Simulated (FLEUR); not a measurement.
# MnPt3: energy against a fixed spin moment, part 2 of 2

How stiff is the moment of MnPt3, and are there other minima?

FLEUR MaX-R8.1; LDA (VWN); all-electron FLAPW, Dirac cores, scalar-relativistic bands. The settings are cheaper than careful work needs.

So far. Step 5 (Moment fixed at 3.587 μB): Its energy lies +54.9 meV a cell from the free run's.

### 6. Moment fixed at 5.021 μB

Contents of inp.xml:

```
<?xml version="1.0" encoding="UTF-8" standalone="no"?>
<fleurInput fleurInputVersion="0.39">
   <comment>
      MnPt3
   </comment>
   <calculationSetup>
      <cutoffs Kmax="3.6" Gmax="10.8" GmaxXC="10.8" numbands="0"/>
      <scfLoop itmax="90" minDistance="0.00002" maxIterBroyd="15" imix="Anderson" alpha="0.05" precondParam="0.0" spinf="2.0" sdNocoIR="T"/>
      <coreElectrons ctail="T" frcor="F" kcrel="1" coretail_lmax="0"/>
      <xcFunctional name="vwn" relativisticCorrections="F"/>
      <magnetism jspins="2" fixed_moment="5.021"/>
      <soc l_soc="F" theta="0.0" phi="0.0" spav="F"/>
      <expertModes spex="0" secvar="F"/>
      <geometryOptimization l_f="F" forcealpha="1.0" forcemix="BFGS" epsdisp="0.00001" epsforce="0.00001"/>
      <ldaU l_linMix="F" mixParam="0.05" spinf="1.0"/>
   </calculationSetup>
   <cell>
      <bzIntegration valenceElectrons="63.0" mode="hist" fermiSmearingEnergy="0.00293995">
         <kPointListSelection listName="default-1"/>
         <xi:include xmlns:xi="http://www.w3.org/2001/XInclude" href="kpts.xml"> </xi:include>
      </bzIntegration>
      <xi:include xmlns:xi="http://www.w3.org/2001/XInclude" href="sym.xml"> </xi:include>
      <bulkLattice scale="1.0">
         <bravaisMatrix>
            <row-1>    7.3699318859399998     0.0000000000000000     0.0000000000000000</row-1>
            <row-2>    0.0000000000000000     7.3699318859399998     0.0000000000000000</row-2>
            <row-3>    0.0000000000000000     0.0000000000000000     7.3699318859399998</row-3>
         </bravaisMatrix>
      </bulkLattice>
   </cell>
   <atomSpecies>
      <species name="Manganese 3.500" element="Mn" atomicNumber="25">
         <mtSphere radius="2.54" gridPoints="839" logIncrement="0.015"/>
         <atomicCutoffs lmax="6" lnonsphr="4"/>
         <electronConfig flipSpins="F">
            <coreConfig>(1s1/2) (2s1/2) (2p1/2) (2p3/2)</coreConfig>
            <valenceConfig>(3s1/2) (3p1/2) (3p3/2) (4s1/2) (3d3/2) (3d5/2)</valenceConfig>
            <stateOccupation state="(3d3/2)" spinUp="1.25" spinDown="0.75"/>
            <stateOccupation state="(3d5/2)" spinUp="3.0" spinDown="0.0"/>
         </electronConfig>
         <energyParameters s="4" p="4" d="3" f="4"/>
         <lo type="SCLO" l="0" n="3" eDeriv="0"/>
         <lo type="SCLO" l="1" n="3" eDeriv="0"/>
      </species>
      <species name="Platinum (Pt)" element="Pt" atomicNumber="78">
         <mtSphere radius="2.54" gridPoints="839" logIncrement="0.016"/>
         <atomicCutoffs lmax="6" lnonsphr="4"/>
         <electronConfig flipSpins="F">
            <coreConfig>(1s1/2) (2s1/2) (2p1/2) (2p3/2) (3s1/2) (3p1/2) (3p3/2) (4s1/2) (3d3/2) (3d5/2) (4p1/2) (4p3/2) (5s1/2) (4d3/2) (4d5/2) (4f5/2) (4f7/2)</coreConfig>
            <valenceConfig>(5p1/2) (5p3/2) (6s1/2) (5d3/2) (5d5/2)</valenceConfig>
            <stateOccupation state="(6s1/2)" spinUp="0.500000" spinDown="0.500000"/>
            <stateOccupation state="(5d3/2)" spinUp="1.800000" spinDown="1.800000"/>
            <stateOccupation state="(5d5/2)" spinUp="2.700000" spinDown="2.700000"/>
         </electronConfig>
         <energyParameters s="6" p="6" d="5" f="5"/>
         <lo type="SCLO" l="1" n="5" eDeriv="0"/>
      </species>
   </atomSpecies>
   <atomGroups>
      <atomGroup species="Manganese 3.500">
         <relPos label="                   1">.0000000000 .0000000000 .0000000000</relPos>
         <force calculate="T" relaxXYZ="TTT"/>
      </atomGroup>
      <atomGroup species="Platinum (Pt)">
         <relPos label="                   2">.0000000000 1.000/2.000 1.000/2.000</relPos>
         <relPos label="                   3">1.000/2.000 .0000000000 1.000/2.000</relPos>
         <relPos label="                   4">1.000/2.000 1.000/2.000 .0000000000</relPos>
         <force calculate="T" relaxXYZ="TTT"/>
      </atomGroup>
   </atomGroups>
   <output dos="F" band="F" slice="F">
      <bandDOS minEnergy="-.5*Htr" maxEnergy="0.5*Htr" sigma="0.015" storeEVData="T"/>
      <plotting iplot="0" polar="F">
         <plot TwoD="T" vec1="  1.0  0.0  0.0" vec2="  0.0  1.0  0.0" vec3="  0.0  0.0  1.0" zero="  0.0  0.0  0.0" file="plot"/>
      </plotting>
      <moessbauerParams electricFieldGradient="F" isomerShift="F" coreHyperfine="F" valenceHyperfine="F"/>
   </output>
</fleurInput>
```

Run with:

```bash
> OMP_NUM_THREADS=1 mpirun -n 4 fleur_MPI > fleur.log
```

The program printed:

```text
[banner, memory and clock lines left out]
Welcome to FLEUR        (www.flapw.de)
      MaX-Release 8.1          (www.max-centre.eu)

 ========== k-point set info ==========
 Selected k-point list: default-1
 k-point list type: mesh
 0 x 0 x 0
 Number of k points: 12

 [... set-up left out ...]
 Iteration:     1   Distance:       3.75652240 me/bohr^3
 [... lines of the core solver left out ...]
 Iteration:     2   Distance:       3.52422616 me/bohr^3
 [... lines of the core solver left out ...]
[... rest left out ...]

--- out.xml (last complete iteration) ---
[...]
<sumOfEigenvalues value="   -34628.6900747596">
               <coreElectrons value="-34600.2027942363"/>
               <valenceElectrons value="-28.4872805233"/>
            </sumOfEigenvalues>
         [... left out ...]
            <freeEnergy value="-56466.0323065616"/>
            <extrapolationTo0K value="-56466.0310699996"/>
         </totalEnergy>
         <densityConvergence units="me/bohr^3">
            <chargeDensity spin="1" distance="0.0000086491"/>
            <chargeDensity spin="2" distance="0.0000063986"/>
            <overallChargeDensity distance="0.0000088293"/>
            <spinDensity distance="0.0000123912"/>
         </densityConvergence>
      </iteration>
```

The job ended after 13 s (4 MPI ranks of Arm Neoverse N1, shared host; peak memory 0.18 GiB).

Numbers from this step:

```yaml
magnetization: 5.021 μB
```

Its energy lies +67.1 meV a cell from the free run's.

### 7. Another try

A slip in the input shows what the program catches and what it lets pass.

Contents of inp.xml:

```
<?xml version="1.0" encoding="UTF-8" standalone="no"?>
<fleurInput fleurInputVersion="0.39">
   <comment>
      MnPt3
   </comment>
   <calculationSetup>
      <cutoffs Kmax="2.3" Gmax="6.9" GmaxXC="6.9" numbands="0"/>
      <scfLoop itmax="50" minDistance="0.00002" maxIterBroyd="15" imix="Anderson" alpha="0.05" precondParam="0.0" spinf="2.0" sdNocoIR="T"/>
      <coreElectrons ctail="T" frcor="F" kcrel="1" coretail_lmax="0"/>
      <xcFunctional name="vwn" relativisticCorrections="F"/>
      <magnetism jspins="2"/>
      <soc l_soc="F" theta="0.0" phi="0.0" spav="F"/>
      <expertModes spex="0" secvar="F"/>
      <geometryOptimization l_f="F" forcealpha="1.0" forcemix="BFGS" epsdisp="0.00001" epsforce="0.00001"/>
      <ldaU l_linMix="F" mixParam="0.05" spinf="1.0"/>
   </calculationSetup>
   <cell>
      <bzIntegration valenceElectrons="63.0" mode="hist" fermiSmearingEnergy="0.00293995">
         <kPointListSelection listName="default-1"/>
         <xi:include xmlns:xi="http://www.w3.org/2001/XInclude" href="kpts.xml"> </xi:include>
      </bzIntegration>
      <xi:include xmlns:xi="http://www.w3.org/2001/XInclude" href="sym.xml"> </xi:include>
      <bulkLattice scale="1.0">
         <bravaisMatrix>
            <row-1>    7.3699318859399998     0.0000000000000000     0.0000000000000000</row-1>
            <row-2>    0.0000000000000000     7.3699318859399998     0.0000000000000000</row-2>
            <row-3>    0.0000000000000000     0.0000000000000000     7.3699318859399998</row-3>
         </bravaisMatrix>
      </bulkLattice>
   </cell>
   <atomSpecies>
      <species name="Manganese 3.500" element="Mn" atomicNumber="25">
         <mtSphere radius="2.54" gridPoints="839" logIncrement="0.015"/>
         <atomicCutoffs lmax="6" lnonsphr="4"/>
         <electronConfig flipSpins="F">
            <coreConfig>(1s1/2) (2s1/2) (2p1/2) (2p3/2)</coreConfig>
            <valenceConfig>(3s1/2) (3p1/2) (3p3/2) (4s1/2) (3d3/2) (3d5/2)</valenceConfig>
            <stateOccupation state="(3d3/2)" spinUp="1.25" spinDown="0.75"/>
            <stateOccupation state="(3d5/2)" spinUp="3.0" spinDown="0.0"/>
         </electronConfig>
         <energyParameters s="4" p="4" d="3" f="4"/>
         <lo type="SCLO" l="0" n="3" eDeriv="0"/>
         <lo type="SCLO" l="1" n="3" eDeriv="0"/>
      </species>
      <species name="Platinum (Pt)" element="Pt" atomicNumber="78">
         <mtSphere radius="2.54" gridPoints="839" logIncrement="0.016"/>
         <atomicCutoffs lmax="6" lnonsphr="4"/>
         <electronConfig flipSpins="F">
            <coreConfig>(1s1/2) (2s1/2) (2p1/2) (2p3/2) (3s1/2) (3p1/2) (3p3/2) (4s1/2) (3d3/2) (3d5/2) (4p1/2) (4p3/2) (5s1/2) (4d3/2) (4d5/2) (4f5/2) (4f7/2)</coreConfig>
            <valenceConfig>(5p1/2) (5p3/2) (6s1/2) (5d3/2) (5d5/2)</valenceConfig>
            <stateOccupation state="(6s1/2)" spinUp="0.500000" spinDown="0.500000"/>
            <stateOccupation state="(5d3/2)" spinUp="1.800000" spinDown="1.800000"/>
            <stateOccupation state="(5d5/2)" spinUp="2.700000" spinDown="2.700000"/>
         </electronConfig>
         <energyParameters s="6" p="6" d="5" f="5"/>
         <lo type="SCLO" l="1" n="5" eDeriv="0"/>
      </species>
   </atomSpecies>
   <atomGroups>
      <atomGroup species="Manganese 3.500">
         <relPos label="                   1">.0000000000 .0000000000 .0000000000</relPos>
         <force calculate="T" relaxXYZ="TTT"/>
      </atomGroup>
      <atomGroup species="Platinum (Pt)">
         <relPos label="                   2">.0000000000 1.000/2.000 1.000/2.000</relPos>
         <relPos label="                   3">1.000/2.000 .0000000000 1.000/2.000</relPos>
         <relPos label="                   4">1.000/2.000 1.000/2.000 .0000000000</relPos>
         <force calculate="T" relaxXYZ="TTT"/>
      </atomGroup>
   </atomGroups>
   <output dos="F" band="F" slice="F">
      <bandDOS minEnergy="-.5*Htr" maxEnergy="0.5*Htr" sigma="0.015" storeEVData="T"/>
      <plotting iplot="0" polar="F">
         <plot TwoD="T" vec1="  1.0  0.0  0.0" vec2="  0.0  1.0  0.0" vec3="  0.0  0.0  1.0" zero="  0.0  0.0  0.0" file="plot"/>
      </plotting>
      <moessbauerParams electricFieldGradient="F" isomerShift="F" coreHyperfine="F" valenceHyperfine="F"/>
   </output>
</fleurInput>
```

Contents of crystal.txt:

```
MnPt3
&input film=F cartesian=F /
3.90000000000  0.00000000000  0.00000000000
0.00000000000  3.90000000000  0.00000000000
0.00000000000  0.00000000000  3.90000000000
1.8897261246
1.0 1.0 1.0

4
25 0.00000000000  0.00000000000  0.00000000000 : 3.500
78 0.00000000000  0.50000000000  0.50000000000
78 0.50000000000  0.00000000000  0.50000000000
78 0.50000000000  0.50000000000  0.00000000000

&kpt div1=4 div2=4 div3=4 gamma=T /
```

Run with:

```bash
> OMP_NUM_THREADS=1 inpgen -f crystal.txt > inpgen.log  # inp.xml is then edited as shown
> OMP_NUM_THREADS=1 mpirun -n 4 fleur_MPI > fleur.log
```

The program printed:

```text
[banner, memory and clock lines left out]
Welcome to FLEUR        (www.flapw.de)
      MaX-Release 8.1          (www.max-centre.eu)

 ========== k-point set info ==========
 Selected k-point list: default-1
 k-point list type: mesh
 0 x 0 x 0
 Number of k points: 12

 [... set-up left out ...]
 Iteration:     1   Distance:      44.92098682 me/bohr^3
 [... lines of the core solver left out ...]
 Iteration:     2   Distance:      31.22344052 me/bohr^3
 [... lines of the core solver left out ...]
[... rest left out ...]

--- out.xml (last complete iteration) ---
<iteration numberForCurrentRun="   28" overallNumber="   28">
         [... left out ...]
         <bandgap value="0.0107045561" units="eV"/>
         <sumValenceSingleParticleEnergies value="-35.2759363705" units="Htr"/>
         <FermiEnergy value="0.3322976413" units="Htr"/>
         [... left out ...]
         <magneticMomentsInMTSpheres units="muBohr">
            <globalMagMoment atomType="1" vec="0.00000   0.00000   3.91840"/>
            <globalMagMoment atomType="2" vec="0.00000   0.00000   0.17841"/>
         </magneticMomentsInMTSpheres>
         [... left out ...]
         <totalEnergy value="   -56465.1616424134" units="Htr">
            <sumOfEigenvalues value="   -34669.7854238163">
               <coreElectrons value="-34634.5094874458"/>
               <valenceElectrons value="-35.2759363705"/>
            </sumOfEigenvalues>
         [... left out ...]
            <freeEnergy value="-56465.1652497347"/>
            <extrapolationTo0K value="-56465.1634460741"/>
         </totalEnergy>
         <densityConvergence units="me/bohr^3">
            <chargeDensity spin="1" distance="0.0000102213"/>
            <chargeDensity spin="2" distance="0.0000048575"/>
            <overallChargeDensity distance="0.0000092171"/>
            <spinDensity distance="0.0000130838"/>
         </densityConvergence>
      </iteration>
```

Wall time 9.8 s (4 MPI ranks); peak memory 0.17 GiB.

Convergence was reached, yet the input spoils the result.

The fault in the input: a cutoff far too low.

The two runs compared:

| quantity | this run | first run | difference |
| --- | --- | --- | --- |
| largest moment (μB) | 3.9184 | 3.6760 | 0.242 |
| magnetization (μB) | 4.569 | 4.2508 | 0.318 |
| free energy (eV) | -1536495.42 | -1536519.08 | 23.7 |

The two runs differ clearly in the magnetization: 4.57 μB against 4.25 μB.

Too few augmented waves can't hold the states between the spheres; radius times Kmax of 7 to 8 is usual.

### 8. E(M)

The other moments were run in the same way.

Energy over the lowest against total spin moment:

| total spin moment (μB a cell) | energy over the lowest (meV a cell) |
| --- | --- |
| 0.72 | 1152 |
| 1.44 | 931 |
| 2.15 | 625 |
| 2.87 | 301 |
| 3.59 | 54.9 |
| 4.25 | 0 |
| 4.30 | 0.606 |
| 5.02 | 67.1 |
| 5.74 | 291 |

The moment, largest sphere moment by total spin moment:

| total spin moment (μB a cell) | moment, largest sphere moment (μB) |
| --- | --- |
| 0.72 | 1.15 |
| 1.44 | 2.18 |
| 2.15 | 2.88 |
| 2.87 | 3.38 |
| 3.59 | 3.61 |
| 4.25 | 3.68 |
| 4.30 | 3.68 |
| 5.02 | 3.85 |
| 5.74 | 3.92 |

### 9. Results

```
moment of the free run     : 4.25 μB a cell
moment of the lowest point : 4.25 μB a cell
```

**Reading.** 

[Logs and program files are shortened in this print: banners, set-up blocks, solver, clock and traceback lines can be left out without a mark of their own.]

[Logs are printed without paths, hosts, clocks, repeated set-up lines and the standing remarks that a program may print on its own settings, such as how far it seeks lower states.]

[Hosts, paths, dates, database ids (printed as entryN), source tags and the programs' standing remarks are cut or masked in the printed files.]

[Where a cell is said to come from a database of computed structures, the database is the Materials Project.]
